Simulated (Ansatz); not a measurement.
# Na wire along [100], 4 atoms a period: bands by functional and under strain, part 2 of 4

Aim: is the Na wire along [100], 4 atoms a period a metal or a semiconductor?

Ansatz 0.2.0; DFT PBE, plane waves, PAW; relaxation of a wire's period (the session's first sound run).

So far. Step 2 (Relaxing the period): The cell's length comes to 3.674 Å with spin left out. That is -13 % against the start, more than a small adjustment.

### 3. The perfect wire

This step: DFT PBE, plane waves, PAW; channels and complex bands of a perfect wire (Ansatz 0.2.0).

At the relaxed period the Bloch states of the perfect wire are found at each energy: those that move forward count the open channels, and those that decay describe how a disturbance dies away inside the wire itself. An energy step of 0.035 eV is under the 0.039 eV that the program asks for its thermal average at 300 K.

input.yaml reads:

```yaml
crystal:
  lattice:
    - [11.0, 0.0, 0.0]
    - [0.0, 11.0, 0.0]
    - [0.0, 0.0, 3.6740778022]
  atoms:
    - { symbol: Na, position: [0.306882533, 0.5, 0.0] }
    - { symbol: Na, position: [0.693117467, 0.5, 0.0] }
    - { symbol: Na, position: [0.5, 0.306882533, 0.5] }
    - { symbol: Na, position: [0.5, 0.693117467, 0.5] }
kpoints:
  mp_grid: { grid: [1, 1, 22] }
  band_path: { path: ["Γ", Z], npoints: 50 }
scf:
  occupations: { method: fermi_dirac, width: 0.05 }
hamiltonian:
  xc: pbe
output:
  transmission:
    e_range: [-2, 2]
    de: 0.035
    kmesh: [1, 1]
    reduced_basis: true
    leads: [[0, 0]]
  dos: { e_range: [-5, 4] }
  write_potential: true
  write_density: true
  volumetric_format: npy
  elf: true
```

The run is started by

```
ansatz run input.yaml --threads 8 --pin off --max-ram 16384MiB --backend cpu --events-out ev --progress --plain --runs-dir out
```

Numbers of over 12 decimals in the logs are rounded to 6 here.

The log of the run:

```text
[...]
Crystal: 4 atoms, lattice volume = 444.563 Å³
Basis set: ecut = 420 eV, 8669 PW (Γ)
Bands: 22, of which v1, the nominal top of the filled ones, is band 18 counted from 1 (17 counted from 0)
Symmetry: 16 space group operations
[...]
k-points: 12 of 22
[...]
SCF iter   1: F=—  HF=-5944.390069 eV  |F-HF|=—  |Δ(HF+E_count)|=         —  Δρ=1.22e-3  dr2=3.45e-2  ethr=1.77e-3  ⟨swp⟩=7.3  Hψ=1411  notcnv=0
[...]
SCF iter   6: F=-5944.387574 eV  HF=-5944.387574 eV  |F-HF|=1.40e-8  |Δ(HF+E_count)|=   7.62e-9  Δρ=2.45e-6  dr2=1.33e-8  ethr=2.78e-10  ⟨swp⟩=4.2  Hψ=748  notcnv=0
SCF 1 converged in 6 iterations: F = -5944.387574 eV  dr2 = 1.33e-8
[...]
NSCF: frozen V_eff on 51 k-points
transmission: 5 of 30 steps passed
transmission: 10 of 30 steps passed
[...]
transmission: 30 of 30 steps passed
WARN: The output density's exchange-correlation potential varies sharply where the density is thin. Do not read a vacuum level from v_tot or v_xc, or from such a field of the output density. On a cell that repeats whose density bears no net charge and no dipole along the vacuum's axis use v_es (v_loc + v_h of the components); under efield.dipole_correction with no amplitude use v_es + v_field, which holds any externa [...]
SCF converged after 6 iterations
Free energy (F): -5944.387574 eV
[...]
Internal energy: -5944.372167 eV  (E = F + TS)
E sigma→0 (E₀):  -5944.379870 eV
Entropy (-TS):   -0.015408 eV (-3.852 meV/atom)
Fermi energy:    -1.046502 eV
[...]
--- Band table (eV; the first three rows and the last of 12) ---
  k-point 0: bands = [... 14 lower, -26.2120, -26.2056, -3.4689, -1.8330, -1.8330, -0.6544, -0.4640, -0.0018]
  k-point 1: bands = [... 14 lower, -26.2122, -26.2061, -3.4453, -1.8097, -1.8097, -0.6315, -0.4418, 0.0200]
  k-point 2: bands = [... 14 lower, -26.2129, -26.2074, -3.3746, -1.7401, -1.7401, -0.5629, -0.3753, 0.0855]
  k-point 11: bands = [... 14 lower, -26.2181, -26.2181, -0.7034, -0.7034, 0.6130, 0.6130, 1.2708, 1.2708]
--- Transmission ---
  basis      : 1057 plane waves across, 5 finite elements along
  points     : 1, standing for a mesh of 1 x 1
  filling    : by the input's occupations and mesh, since the crystals that have channels conduct as metals do. If one of these is a semiconductor, that mesh has misplaced its level
  energies   : 115 from -2.000000 to 1.990000 eV about the Fermi level, 0.035000 eV apart; the leads are filled to 0.000000 eV, and channels, transmission and decay are at -0.005000 eV
  crystal 0  : Na4, at the sites [0, 0], period 3.6741 Å: whole cells are its period
    offset         : up to 0.0000 Å between an atom of the period and one for which it stands
    filled         : 4.5 meV under the level at which it is neutral
    channels       : 3.000000e0 a spin
    conductance    : 1.9210e14 S/m² at 300 K; may be off by some 0.0 % by where its bands' edges are placed, 0.0 % from the distance to neutral
```

Wall time 59 s (8 threads of Arm Neoverse V1, shared host); peak memory 1.6 GiB.

The column dr2 measures how far the density is from self-consistency, as an energy; F and HF (Harris–Foulkes) agree once it is small.

This step gave:

```
energy at zero smearing                                  : -5944.3799 eV
channels at the energy nearest the Fermi level, one spin : 3
conductance of the lead as this run defines it           : 3.000 G₀
band gap                                                 : 0 eV
```

The open channels of the lead, one spin by energy, zero at the Fermi level:

energy (eV), open channels of the lead, one spin and a bar from the least value:
```
   -2.000       1.00 
   -1.790       1.00 
   -1.615       1.00 
   -1.405       1.00 
   -1.195       1.00 
   -0.985       1.00 
   -0.810       1.00 
   -0.600       3.00 ############
   -0.390       3.00 ############
   -0.215       3.00 ############
   -0.005       3.00 ############
    0.205       3.00 ############
    0.415       4.00 ##################
    0.590       5.00 ########################
    0.800       5.00 ########################
    1.010       5.00 ########################
    1.185       6.00 ##############################
    1.395       6.00 ##############################
    1.605       6.00 ##############################
    1.815       2.00 ######
```

The slowest values at each energy, most degenerate partners merged, listed up to 1.5 1/Å. Table of Im kz of the slowest decaying states by energy, zero at the Fermi level:

```
energy (eV)  decay 1 (Å⁻¹)  decay 2 (Å⁻¹)  decay 3 (Å⁻¹)  decay 4 (Å⁻¹)
     -2.000          0.558          0.785          0.840          0.920
     -1.790          0.508          0.508          0.751          0.805
     -1.615          0.462          0.721          0.775          0.860
     -1.405          0.399          0.683          0.737          0.825
     -1.195          0.325          0.642          0.697          0.789
     -0.985          0.227          0.599          0.654          0.751
     -0.810         0.0781          0.560          0.616          0.717
     -0.600          0.509          0.568          0.675          0.886
     -0.390          0.452          0.515          0.631          0.855
     -0.215          0.399          0.466          0.591          0.828
     -0.005          0.323          0.400          0.539          0.794
      0.205          0.222          0.321          0.482          0.759
      0.415          0.214          0.418          0.722          0.817
      0.590          0.355          0.690          0.788          0.870
      0.800          0.260          0.649          0.752          0.835
      1.010         0.0980          0.605          0.713          0.799
      1.185          0.565          0.680          0.767          0.831
      1.395          0.514          0.638          0.728          0.797
      1.605          0.458          0.592          0.686          0.762
      1.815         0.0386         0.0452          0.392          0.543
```

The electronic bands at the labelled points (eV, zero at the Fermi level):

| point | band 17 | band 18 | band 19 | band 20 | band 21 | band 22 |
| --- | --- | --- | --- | --- | --- | --- |
| Γ | -2.42 | -0.79 | -0.79 | 0.39 | 0.58 | 1.04 |
| halfway | -1.71 | -0.09 | -0.09 | 1.08 | 1.25 | 1.71 |
| Z | 0.34 | 0.34 | 1.66 | 1.66 | 2.32 | 2.32 |

The electronic bands as a text plot (rows in eV):

```
    2.6 |                                              *******
    2.3 |                                      **    ****     ***
    2.1 |                                  ****  ****
    1.9 |                              ****    ***
    1.7 |                         *****    **** ****           **
    1.5 |                     ****      ********    **      ***
    1.3 |             ********     ********           ******
    1.1 |*************        *********               *****
    0.9 |              ***********                 ***     **
    0.6 |*********************                  ***          **
    0.4 |*************                      ****               **
    0.2 |                                ***                  **
    0.0 |                           *****                   **
   -0.2 |                       ****                      **
   -0.4 |                 ******                       ***
   -0.6 |        *********                          ***
   -0.8 |********                                 **
   -1.0 |                                      ***
   -1.3 |                                  ****
   -1.5 |                               ***
   -1.7 |                          *****
   -1.9 |                      ****
   -2.1 |               *******
   -2.3 |***************
         Γ                                                      Z
```

Electrostatic potential energy in the ca plane at fractional y = 0.500, with atoms of Na within 0.2 Å of it. With pseudopotentials it is smooth inside the atoms' cores, unlike the true potential.

Values in eV, 24 rows by 14 columns, each cell a mean:
```
  1   1   1   1   1   1   1   1   1   1   1   1   1   1
  1   1   1   1   1   1   1   1   1   1   1   1   1   1
  1   1   1   1   1   1   1   1   1   1   1   1   1   1
  0   0   0   0   1   1   1   1   1   1   0   0   0   0
 -3  -3  -2  -1   0   0   1   1   1   0   0  -1  -2  -3
-15 -12  -7  -3  -2   0   0   0   0  -1  -2  -4  -8 -13
-50 -45 -23  -7  -3  -1   0   0   0  -1  -4 -11 -29 -47
-52 -49 -28  -8  -3  -1   0   0   0  -1  -4 -12 -35 -50
-26 -19 -10  -4  -2   0   1   1   0   0  -2  -5 -12 -22
 -4  -3  -2  -1   0   1   1   1   1   1   0  -1  -2  -3
  0   0   1   1   1   1   1   1   1   1   1   1   1   0
  1   1   1   1   1   1   1   1   1   1   1   1   1   1
  1   1   1   1   1   1   1   1   1   1   1   1   1   1
 -1  -1   0   0   1   1   1   1   1   1   1   0   0  -1
 -9  -7  -4  -2  -1   0   1   1   1   0  -1  -3  -5  -7
-43 -35 -18  -6  -2  -1   0   1   0  -1  -3  -8 -22 -38
-52 -52 -31  -8  -4  -1   0   0   0  -2  -4 -13 -38 -52
-37 -29 -14  -5  -3  -1   0   0   0  -1  -3  -7 -18 -33
 -7  -6  -4  -2  -1   0   0   1   0   0  -1  -3  -4  -6
 -2  -1  -1   0   0   1   1   1   1   0   0  -1  -1  -1
  0   0   0   1   1   1   1   1   1   1   1   0   0   0
  1   1   1   1   1   1   1   1   1   1   1   1   1   1
  1   1   1   1   1   1   1   1   1   1   1   1   1   1
  1   1   1   1   1   1   1   1   1   1   1   1   1   1
```
Columns run along c (3.7 Å; values clipped at the 3rd and 97th percentile), rows up along a (11.0 Å). Atoms in or near the plane, at fractional coordinates: Na at (0.00, 0.31), Na at (0.00, 0.69).

Valence density in the ca plane at fractional y = 0.500, with atoms of Na within 0.2 Å of it. It is the smooth field of the valence electrons, not physical close to the nuclei.

Ten steps, logarithmic in the rise over the least value, from '_' (0 e/Å³) to '@' (17 e/Å³), each cell a mean:
```
____________________________
____________________________
____________________________
____________________________
____________________________
==--..__________________..--
@@%%++..______________::**%%
@@%%**..______________--**@@
**++::________________..--++
____________________________
____________________________
____________________________
____________________________
____________________________
::....__________________..::
%%##==..______________::++##
@@@@**::______________--##@@
##**--..______________..==**
....______________________..
____________________________
____________________________
____________________________
____________________________
____________________________
```
Columns run along c (3.7 Å), rows up along a (11.0 Å). Atoms in or near the plane, at fractional coordinates: Na at (0.00, 0.31), Na at (0.00, 0.69).

ELF in the ca plane at fractional y = 0.500, with atoms of Na within 0.2 Å of it. It is the smooth field of the valence electrons, not physical close to the nuclei.

Ten even steps from '_' (0.00) to '@' (0.77), each cell a mean:
```
____________________________
__________..........________
------====++++++++++====----
....::==++##%%%%%%##++--::..
________::**@@@@%%++::______
++==::____--%%@@##::____--==
++####::__..**@@++..__==##**
==**##--__..**%%++..__==##++
**++--____--##%%**::__..==**
______..--++######++::..____
::::--====++++++++++==--::::
============================
----======================--
......--==++******++==::....
::::..__..++##%%##==..__..::
**##++..__::##%%**..__::**##
--**##--__..**%%==____++##++
####++..__::##@@++..__::**##
::..____..==%%@@%%--____..::
______::==##@@@@%%**--..____
::::--==**########**++==--::
::::::::::----------::::::::
____________________________
____________________________
```
Columns run along c (3.7 Å), rows up along a (11.0 Å). Atoms in or near the plane, at fractional coordinates: Na at (0.00, 0.31), Na at (0.00, 0.69).

By hand: the program gives 1.9210 × 10^14 S/m² over the cell's cross-section of 121.00 Å² = 1.210 × 10^-18 m², so one cell conducts 2.324 × 10^-4 S. Divided by G0 = 2e²/h = 7.748 × 10^-5 S this is 3.00 G0, a resistance of 4.30 kΩ.

At the computed energy nearest the Fermi level there are 3 channels a spin, and the thermal average gives 3.00 G₀.

### 4. Another level of theory, level LDA, cutoff 420 eV

This step: DFT LDA, plane waves, PAW; bands of a perfect wire at the PBE geometry (Ansatz 0.2.0).

The atoms stay at the PBE geometry and the functional changes. At fixed atoms LDA and the gradient-corrected functionals usually give like bands; this run checks that. Against the first PBE run of this kind, the mesh along the wire has 17 points against 22.

input.yaml, the sections that differ from step 3:

```yaml
kpoints:
  mp_grid: { grid: [1, 1, 17] }
  band_path: { path: ["Γ", Z], npoints: 50 }
hamiltonian:
  xc: lda
# crystal, scf: as in step 3
# output: removed
```

The log of the run:

```text
[...]
Crystal: 4 atoms, lattice volume = 444.563 Å³
Basis set: ecut = 420 eV, 8669 PW (Γ)
Bands: 22, of which v1, the nominal top of the filled ones, is band 18 counted from 1 (17 counted from 0)
Symmetry: 16 space group operations
[...]
k-points: 9 of 17
[...]
SCF iter   1: F=—  HF=-5865.003693 eV  |F-HF|=—  |Δ(HF+E_count)|=         —  Δρ=3.37e-3  dr2=4.88e-2  ethr=1.77e-3  ⟨swp⟩=7.1  Hψ=936  notcnv=0
[...]
SCF iter   6: F=-5864.987063 eV  HF=-5864.987063 eV  |F-HF|=2.51e-9  |Δ(HF+E_count)|=   7.50e-8  Δρ=1.29e-6  dr2=1.61e-8  ethr=2.78e-10  ⟨swp⟩=3.7  Hψ=557  notcnv=0
SCF 1 converged in 6 iterations: F = -5864.987063 eV  dr2 = 1.61e-8
[...]
SCF converged after 6 iterations
Free energy (F): -5864.987063 eV
[...]
Internal energy: -5864.972081 eV  (E = F + TS)
E sigma→0 (E₀):  -5864.979572 eV
Entropy (-TS):   -0.014982 eV (-3.745 meV/atom)
Fermi energy:    -1.157795 eV
[...]
--- Band table (eV; the first three rows and the last of 9) ---
  k-point 0: bands = [... 14 lower, -26.4151, -26.4086, -3.6091, -1.9684, -1.9684, -0.8030, -0.5845, -0.0905]
  k-point 1: bands = [... 14 lower, -26.4155, -26.4094, -3.5696, -1.9294, -1.9294, -0.7645, -0.5475, -0.0540]
  k-point 2: bands = [... 14 lower, -26.4165, -26.4116, -3.4514, -1.8127, -1.8127, -0.6495, -0.4362, 0.0555]
  k-point 8: bands = [... 14 lower, -26.4208, -26.4208, -1.1480, -0.5202, 0.3783, 0.3783, 1.2439, 1.2439]
```

It took 2.7 s on 8 threads; peak memory 0.76 GiB.

Numbers from this step:

| Quantity | Value |
| --- | --- |
| energy at zero smearing | -5864.9796 eV |

Electronic bands along the path, in eV, zero at the Fermi level:

| point | band 17 | band 18 | band 19 | band 20 | band 21 | band 22 |
| --- | --- | --- | --- | --- | --- | --- |
| Γ | -2.45 | -0.81 | -0.81 | 0.35 | 0.57 | 1.07 |
| halfway | -1.74 | -0.11 | -0.11 | 1.04 | 1.24 | 1.73 |
| Z | 0.32 | 0.32 | 1.66 | 1.66 | 2.26 | 2.26 |

The electronic bands as a text plot (rows in eV):

```
    2.5 |                                              ******
    2.3 |                                      **    ****    ****
    2.1 |                                 *****  *****
    1.9 |                              ***     ***
    1.7 |                         *****    **** ****          ***
    1.5 |                    *****      ********    **      **
    1.3 |           *********      ********           ******
    1.1 |***********          **********              *****
    0.8 |              ************                ***     **
    0.6 |*********************                  ***          **
    0.4 |**************                     ****               **
    0.2 |                                ***                  **
    0.0 |                           *****                   **
   -0.2 |                       ****                      **
   -0.4 |                 ******                       ***
   -0.6 |        *********                          ***
   -0.9 |********                                 **
   -1.1 |                                      ***
   -1.3 |                                  ****
   -1.5 |                               ***
   -1.7 |                          *****
   -1.9 |                      ****
   -2.1 |               *******
   -2.3 |***************
         Γ                                                      Z
```

Bands cross the Fermi level, as under PBE at the relaxed period.

### 5. Levels at the same atoms, level PBEsol, cutoff 420 eV

This step: DFT PBEsol, plane waves, PAW; bands of a perfect wire at the PBE geometry (Ansatz 0.2.0).

The atoms stay at the PBE geometry and the functional changes. At fixed atoms LDA and the gradient-corrected functionals usually give like bands; this run checks that. Against the first PBE run of this kind, the mesh along the wire has 17 points against 22.

input.yaml, as its differences from that of step 4:

```diff
@@ -16,2 +16,2 @@
 hamiltonian:
-  xc: lda
+  xc: pbesol
```

The log of the run:

```text
[...]
Crystal: 4 atoms, lattice volume = 444.563 Å³
Basis set: ecut = 420 eV, 8669 PW (Γ)
Bands: 22, of which v1, the nominal top of the filled ones, is band 18 counted from 1 (17 counted from 0)
Symmetry: 16 space group operations
[...]
k-points: 9 of 17
[...]
Fermi energy:    -1.027820 eV
[...]
--- Band table (eV; the first three rows and the last of 9) ---
  k-point 0: bands = [... 14 lower, -26.1340, -26.1275, -3.4760, -1.8306, -1.8306, -0.6352, -0.4676, -0.0230]
  k-point 1: bands = [... 14 lower, -26.1343, -26.1283, -3.4365, -1.7917, -1.7917, -0.5969, -0.4305, 0.0136]
  k-point 2: bands = [... 14 lower, -26.1353, -26.1305, -3.3185, -1.6753, -1.6753, -0.4823, -0.3191, 0.1234]
  k-point 8: bands = [... 14 lower, -26.1396, -26.1396, -1.0206, -0.3970, 0.4852, 0.4852, 1.4144, 1.4144]
[key lines of the parts left out:]
SCF converged after 6 iterations
Free energy (F): -5902.078553 eV
```

It took 2.2 s on 8 threads; peak memory 0.77 GiB; 15 s of CPU time.

Bands cross the Fermi level, as under PBE at the relaxed period.

[end of part 2 of 4]

[Logs are printed without paths, hosts, clocks, repeated set-up lines and the standing remarks that a program may print on its own settings, such as how far it seeks lower states.]

[Hosts, paths, dates, database ids (printed as entryN), source tags and the programs' standing remarks are cut or masked in the printed files.]
